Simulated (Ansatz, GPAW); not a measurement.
# Atomic orbitals against plane waves on 10 relaxed junctions

How near do orbital bases of three sizes come to a plane-wave transmission, and how do their times compare?

How it was computed: GPAW 26.7.0 in a basis of numerical atomic orbitals with PAW setups; lead and junction are solved self-consistently in repeated cells 9 Å or more across, their Hamiltonian and overlap matrices go into Green's functions with semi-infinite leads (ASE), and T is the Landauer transmission at zero bias, at the junction cell's Fermi level, for one spin or as the mean of both where a run is spin-polarised. The reference is Ansatz 0.2.0 (plane waves, PAW datasets, transmission by matching layers) on the same cell, meshes and smearing; PBE throughout. sz: one function a shell; szp: with polarisation; dzp: two functions a shell with polarisation. All levels use the geometry relaxed with plane waves.

Results:

```tsv
junction	T, plane waves	dzp	szp	sz
C6 chain between two Ru chains (rebuilt)	1.5	1.56	1.45	1.37
Pt chain with a Ni atom bridging one bond (rebuilt) (short lead)	1.45	1.41	1.33	1.3
Sn chain with a Ti atom on top of one atom (rebuilt)	1.1	1.11	1.12	1.16
Cu chain with two Mg atoms in line (rebuilt)	0.999	0.992	0.992	0.984
In chain with a P atom bridging one bond (rebuilt) (short lead)	0.314	0.352	0.371	0.386
Na chain with an S atom bridging one bond (rebuilt)	0.247	0.249	0.259	0.253
Cu chain with two O atoms in line (rebuilt) (short lead)	0.0452	0.771	0.784	0.156
hydroquinonedithiol between two Al chains (rebuilt)	0.0232	0.0298	0.0253	0.028
naphthalene-1,5-dithiol between two Al chains (rebuilt)	0.0221	0.0277	0.0378	0.0527
furan-2,5-dithiol between two Al chains (rebuilt)	0.00336	0.00357	0.0027	0.00358
```

**Answer.** Within 10 % of the plane-wave T lie 6 of 10 junctions in dzp, 6 of 10 junctions in szp and 5 of 10 junctions in sz. The median miss is 5.1 % (dzp), 8.7 % (szp) and 9.5 % (sz). The dzp basis is farthest off for Cu chain with two O atoms in line (rebuilt) (short lead) (0.771 against 0.0452). The median miss falls at each step of the basis. In wall time on shared hosts the szp runs took a median 0.76 and the minimal basis 0.51 of the dzp time. For the 4 junctions with T under 0.1 dzp misses by a median 27 %, for the others by 2 %.

What the numbers leave out: The two programs also differ in their PAW data, so part of each miss isn't the basis. T at one energy is a hard test where a resonance or band edge lies near. Spin-orbit coupling is left out, which matters for the heavier atoms here. Junctions whose dzp lead is shut at the Fermi level or whose end layer misses the lead by over 0.25 eV were left out, as were those with T under 1e-4 or a step of over 50 meV between the plane-wave lead's periods. Short lead: that step is over 25 meV, more than the program accepts, so the reference itself is in doubt. Rebuilt: atoms moved over 0.6 Å on relaxing, so the name is that of the start and the chain may have broken.

[Logs are printed without paths, hosts, clocks, repeated set-up lines and the standing remarks that a program may print on its own settings, such as how far it seeks lower states.]
